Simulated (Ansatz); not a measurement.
# MgSi (P4/mmm): following an unstable mode

Aim: this structure of MgSi (P4/mmm) is to be tested for unstable modes, and one is followed downhill.

Program: Ansatz 0.2.0. Level of theory: DFT PBEsol, scalar-relativistic, plane waves, norm-conserving pseudopotentials. Results are calculated unless marked as measured.

This is a report of a sequence of runs, with most program output left out.

## 1. The structure

It takes space group P4/mmm (No. 123, tetragonal). Conventional cell: a = 2.938 Å, b = 2.938 Å, c = 3.958 Å, α = 90.00°, β = 90.00°, γ = 90.00°. Nearest to Mg lie 8 Si at 2.87 Å and 4 Mg at 2.94 Å. Nearest to Si lie 8 Mg at 2.87 Å and 4 Si at 2.94 Å. Farther neighbours are not listed.

## 2. Phonons on a q mesh

The cell comes from relaxations at this level that are not shown. Stability and thermal properties need the whole zone. Linear response on a 2×2×2 q mesh gives force constants as far as a supercell of that size would.

Input file input.yaml:

```yaml
crystal:
  lattice:
    - [2.9379161965, 0.0, 0.0]
    - [0.0, 2.9379161965, 0.0]
    - [0.0, 0.0, 3.9576587989]
  atoms:
    - { symbol: Mg, position: [0.0, 0.0, 0.0] }
    - { symbol: Si, position: [0.5, 0.5, 0.5] }
kpoints:
  mp_grid: { grid: [16, 16, 12] }
hamiltonian:
  xc: pbesol
  pseudopotentials: { kind: nc }
scf:
  occupations: { method: methfessel_paxton, width: 0.15 }
output:
  eigenvalues: true
phonons:
  method: dfpt
  qmesh: [2, 2, 2]
  temperatures: { t_max: 1000, t_step: 50 }
  qpath:
    path:
      - [[0.0, 0.0, 0.0], [0.0, 0.5, 0.0], [0.5, 0.5, 0.0], [0.0, 0.0, 0.0], [0.0, 0.0, 0.5], [0.0, 0.5, 0.5], [0.5, 0.5, 0.5], [0.0, 0.0, 0.5]]
      - [[0.0, 0.5, 0.0], [0.0, 0.5, 0.5]]
      - [[0.5, 0.5, 0.0], [0.5, 0.5, 0.5]]
    npoints: 10
```

Launch:

```sh
> ansatz run input.yaml --threads 4 --pin off --max-ram 7168MiB --backend cpu --events-out ev --progress --plain --runs-dir out
```

It took 3.7 min on 4 threads of Arm Neoverse V2, shared host; peak memory 2 GiB; 14 min of CPU time.

This step gave:

```yaml
volume_per_atom: 17.08 Å³
gap_on_the_k_mesh: 0 eV
sum_rule_residual_before_enforcement: 0.008976 eV/Å²
lowest_frequency_on_the_path: -150.9 cm⁻¹
point_group: 4/mmm
highest_frequency_on_the_path_or_at_a_solved_wavevector: 333.6 cm⁻¹
highest_optical_mode_at_the_zone_centre_no_lo_to_term: 298.3 cm⁻¹
lowest_optical_zone_centre_mode: 205.2 cm⁻¹
lowest_mode_on_the_q_mesh_acoustic_modes_at_gamma_apart: -150.9 cm⁻¹
```

Frequencies (cm⁻¹) solved at each irreducible wavevector; negative means imaginary. Frequencies by wavevector, by row:

```csv
q in reciprocal lattice units,star,mode 1,mode 2,mode 3,mode 4,mode 5,mode 6
0 0 0,1,0,0,0,205.2,205.2,298.3
0 0 -0.5,1,112.6,112.6,141.2,141.2,223.5,233.8
0 -0.5 0,2,121.9,123.1,185.8,203.4,203.5,314.5
0 -0.5 -0.5,2,-133.3,127.3,148.6,208.5,265.7,333.6
-0.5 -0.5 0,1,-72.5,-72.5,195.9,222.4,305.5,305.5
-0.5 -0.5 -0.5,1,-150.9,-150.9,192.8,263.3,292.9,292.9
```

Interpolated from a 2×2×2 q mesh, rough between the solved points. Phonon branches along the path, in cm⁻¹:

```csv
point,branch 1,branch 2,branch 3,branch 4,branch 5,branch 6
Γ,0,0,0,205,205,298
halfway,86,107,113,196,256,273
X,122,123,186,203,204,314
halfway,36,118,200,213,240,311
M,-72,-72,196,222,306,306
halfway,78,134,144,236,255,260
Γ,0,0,0,205,205,298
halfway,60,60,130,184,184,282
Z,113,113,141,141,224,234
halfway,-71,132,134,189,251,281
R,-133,127,149,208,266,334
halfway,-143,-18,226,230,232,319
A,-151,-151,193,263,293,293
halfway,-101,74,190,231,243,283
Z,113,113,141,141,224,234
jump to X,122,123,186,203,204,314
halfway,-72,125,168,208,245,323
R,-133,127,149,208,266,334
jump to M,-72,-72,196,222,306,306
halfway,-117,-117,194,244,299,299
A,-151,-151,193,263,293,293
```

Symmetry leaves 6 wavevectors to solve. The lowest mode among them, the acoustic zeros apart, lies at q = (-0.5, -0.5, -0.5) and is imaginary, 150.9i cm⁻¹, so the energy falls along it.

## 3. The mode frozen in, largest atomic shift 0 Å

The mode followed lies at q = (0, -0.5, -0.5) with frequency 133.3i cm⁻¹, one of the unstable modes though not the softest. At small amplitude the distorted cell has space group no. 65 by a symmetry search on the positions. The undistorted cell that holds it gives the zero of energy on the same k mesh.

System of this step: MgSi. The structure is tetragonal, space group P4/mmm (No. 123). Conventional cell: a = 2.938 Å, b = 2.938 Å, c = 3.958 Å, α = 90.00°, β = 90.00°, γ = 90.00°. Nearest to Mg lie 8 Si at 2.87 Å and 4 Mg at 2.94 Å. Si has 8 Mg at 2.87 Å and 4 Si at 2.94 Å nearest. Farther neighbours are not listed.

input.yaml, the sections that differ from step 2:

```yaml
crystal:
  lattice:
    - [-2.9379161965, 0.0, 0.0]
    - [0.0, -2.9379161965, -3.9576587989]
    - [0.0, -2.9379161965, 3.9576587989]
  atoms:
    - { symbol: Mg, position: [0.0, 0.5, 0.5] }
    - { symbol: Mg, position: [0.0, 1.0, 1.0] }
    - { symbol: Si, position: [0.5, 0.0, 0.5] }
    - { symbol: Si, position: [0.5, 0.5, 0.0] }
kpoints:
  mp_grid: { grid: [14, 8, 8] }
output:
  forces: true
  stress: true
  eigenvalues: true
# hamiltonian, scf: as in step 2
# phonons: removed
```

Elapsed: 6.8 s, on 4 threads; peak memory 0.87 GiB.

This step gave:

* pressure: 0.008062 GPa
* energy from the undistorted cell: 0 meV/atom

The run ends at a pressure of 0.01 GPa.

## 4. The mode frozen in, largest atomic shift 0.22 Å

The atoms are moved along the unstable eigenvector, the largest shift by 0.22 Å, with the cell fixed.

input.yaml, the sections that differ from step 3:

```yaml
crystal:
  lattice:
    - [-2.9379161965, 0.0, 0.0]
    - [0.0, -2.9379161965, -3.9576587989]
    - [0.0, -2.9379161965, 3.9576587989]
  atoms:
    - { symbol: Mg, position: [0.0, 0.5200861389, 0.4799138611] }
    - { symbol: Mg, position: [0.0, 0.9799138611, 1.0200861389] }
    - { symbol: Si, position: [0.5, 0.0374415037, 0.5374415037] }
    - { symbol: Si, position: [0.5, 0.4625584963, -0.0374415037] }
# kpoints, hamiltonian, scf, output: as in step 3
```

It took 7.8 s on 4 threads; peak memory 0.87 GiB.

Numbers from this step:

```yaml
pressure: 0.7573 GPa
energy_from_the_undistorted_cell: -19.58 meV/atom
```

The energy, extrapolated to zero smearing, is -19.58 meV/atom against the undistorted cell.

The run ends at a pressure of 0.76 GPa, with forces up to 0.22 eV/Å.

## 5. Energy along the mode, all amplitudes (two of the runs are shown above)

An imaginary frequency means negative curvature, so the energy should fall and then rise again as anharmonic terms take over.

This step gave:

- depth at the lowest point sampled: 19.58 meV/atom
- largest atomic shift at that point: 0.22 Å

The energy from the parent by largest atomic shift:

```csv
largest atomic shift (Å),energy from the parent (meV/atom)
0.000,0
0.040,-1.04
0.080,-3.74
0.140,-10.0
0.220,-19.6
0.320,-8.74
0.450,157
```

Displacement at unit largest shift by atom:

```csv
atom,x (Å),y (Å),z (Å),size
Mg1,0.00,0.00,-0.72,0.72
Mg2,0.00,0.00,0.72,0.72
Si3,0.00,-1.00,0.00,1.00
Si4,0.00,1.00,0.00,1.00
```

The lowest of the steps tried is at 0.22 Å, 19.6 meV/atom below the parent; the bottom of the well need not coincide with a step.

## 6. Relaxing from the distorted cell

Starting from the lowest point found, all atoms and the cell are let go, so that strain and other modes of the same symmetry can join in.

Edit input.yaml of step 4 so:

```diff
@@ -21 +21,6 @@
   eigenvalues: true
+relax:
+  adjacent_minimum: "off"
+  f_tol: 0.002
+  max_steps: 120
+  cell: { stress_tol: 0.03 }
```

It took 81 s on 4 threads; peak memory 0.96 GiB; 5.3 min of CPU time.

The steps of the relaxation:

```csv
step,energy less that of the first step (eV),largest force component (eV/Å),pressure (GPa),volume (Å³)
1,0.0000,0.2167,0.76,68.32
2,-0.0440,0.1383,-0.08,69.46
3,-0.0501,0.0557,-0.26,69.67
4,-0.0507,0.0050,-0.01,69.43
5,-0.0507,0.0029,0.01,69.41
6,-0.0507,0.0003,0.00,69.41
7*,-0.0514,0.0003,0.04,69.41
8,-0.0514,0.0017,-0.01,69.46
9*,-0.0514,0.0017,0.00,69.46
```

Relaxation steps marked * repeat the geometry before them on a plane-wave basis chosen anew for their cell, so energy and pressure can jump there.

The run keeps the 8 symmetry operations that it works with, so distortions that break them were not tested.

```csv
"conventional cell, symmetrised",before,after,change
a (Å),5.876,6.066,+3.2 %
b (Å),7.915,7.645,-3.4 %
c (Å),2.938,2.996,+2.0 %
volume (Å³/atom),17.08,17.36,+1.7 %
```

The atoms that moved most (Å, as changes of fractional coordinates times the final cell):

```csv
atom,dx,dy,dz,length
Mg2,0.000,0.000,0.115,0.115
Mg1,0.000,0.000,-0.115,0.115
Si3,0.000,-0.064,0.000,0.064
Si4,0.000,0.064,0.000,0.064
```

The relaxed structure:

```cif
data_structure
_symmetry_space_group_name_H-M 'P 1'
_symmetry_Int_Tables_number 1
_cell_length_a 2.9957
_cell_length_b 4.8794
_cell_length_c 4.8794
_cell_angle_alpha 103.139
_cell_angle_beta 90.000
_cell_angle_gamma 90.000
_cell_volume 69.46
loop_
_atom_site_label
_atom_site_type_symbol
_atom_site_fract_x
_atom_site_fract_y
_atom_site_fract_z
_atom_site_occupancy
Mg1 Mg 0.00000 0.53519 0.46481 1
Mg2 Mg 0.00000 0.96481 0.03519 1
Si3 Si 0.50000 0.04803 0.54803 1
Si4 Si 0.50000 0.45197 0.95197 1
```

Numbers from this step:

- pressure: -0.004907 GPa
- volume per atom: 17.36 Å³

The distorted start has space group Cmmm; the relaxation ends in Cmmm.

## 7. The new phase in its own primitive cell

The relaxed structure is symmetrised, reduced to its primitive cell and relaxed tightly, as its phonons need.

input.yaml, the sections that differ from step 6:

```yaml
crystal:
  lattice:
    - [3.0328285434, -3.8223112509, 0.0]
    - [3.0328285434, 3.8223112509, 0.0]
    - [0.0, 0.0, 2.9957193663]
  atoms:
    - { symbol: Mg, position: [0.214809681, 0.785190319, 0.0] }
    - { symbol: Mg, position: [0.785190319, 0.214809681, 0.0] }
    - { symbol: Si, position: [0.298028856, 0.298028856, 0.5] }
    - { symbol: Si, position: [0.701971144, 0.701971144, 0.5] }
kpoints:
  mp_grid: { grid: [8, 8, 12] }
relax:
  adjacent_minimum: "off"
  f_tol: 0.001
  max_steps: 60
  cell: { stress_tol: 0.01 }
# hamiltonian, scf, output: as in step 6
```

Elapsed: 66 s, on 4 threads; peak memory 0.91 GiB.

The run was cut off at the time limit before the relaxation met all its tests.

The program's message: “cancelled by the caller after 8 completed ionic steps”

## 8. The phases reached

The phases reached along the modes that were followed are set side by side.

Energies are those of the first relaxation, on the mesh of the frozen mode; space group, volume and gap are those of the last relaxation. Phases, by row:

```csv
mode frozen in,space group,energy from parent (meV/atom),volume (Å³/atom),gap on mesh (eV),lowest zone-centre optical mode (cm⁻¹),largest shift (Å)
parent,P4/mmm,0,17.08,0,–,–
"q = (-0.5, -0.5, -0.5), 151i cm⁻¹",Imma,-2.48,17.26,0,114.8,0.162
"q = (-0.5, -0.5, -0.5), 151i cm⁻¹",Fmmm,-1.8,17.19,0,-66.6,0.128
"q = (-0.5, -0.5, -0.5), 151i cm⁻¹",Imma,-2.48,17.26,0,–,0.162
"q = (0, -0.5, -0.5), 133i cm⁻¹",Cmmm,-32.43,17.36,0,–,0.291
```

## 9. What came out

```json
{
 "unstable mode of the parent": "q = (0, -0.5, -0.5), 133i cm⁻¹",
 "depth at the lowest point sampled": "19.6 meV/atom",
 "largest atomic shift at that point": "0.22 Å",
 "space group reached (within 0.01 Å)": "Cmmm",
 "energy gained over the parent (first relaxation, on the mesh of the frozen mode)": "32.4 meV/atom",
 "volume per atom, phase reached": "17.4 Å³"
}
```

In words: Along this mode the structure falls into Cmmm, 32.4 meV/atom below the parent. At the parent's cell the well is 19.58 meV/atom deep on the steps tried, with its lowest point at a shift of 0.22 Å. Relaxing atoms and cell changes the gain by +12.86 meV/atom against the lowest step (energies at zero smearing). The modes of the phase reached were not computed on this path. Of the 4 patterns followed to their end from this parent, this one reaches the lowest energy. Each path keeps the symmetry of its pattern, so a lower phase may lie along a pattern not tried. The q mesh stands for a supercell only 5.9 Å across, so branches between the solved wavevectors are rough. With no gap, or one that is small against the smearing, the frequencies hang on the k mesh and the smearing, most of all near Kohn anomalies.

[Logs are printed without paths, hosts, clocks, repeated set-up lines and the standing remarks that a program may print on its own settings, such as how far it seeks lower states.]

[Hosts, paths, dates, database ids (printed as entryN), source tags and the programs' standing remarks are cut or masked in the printed files.]
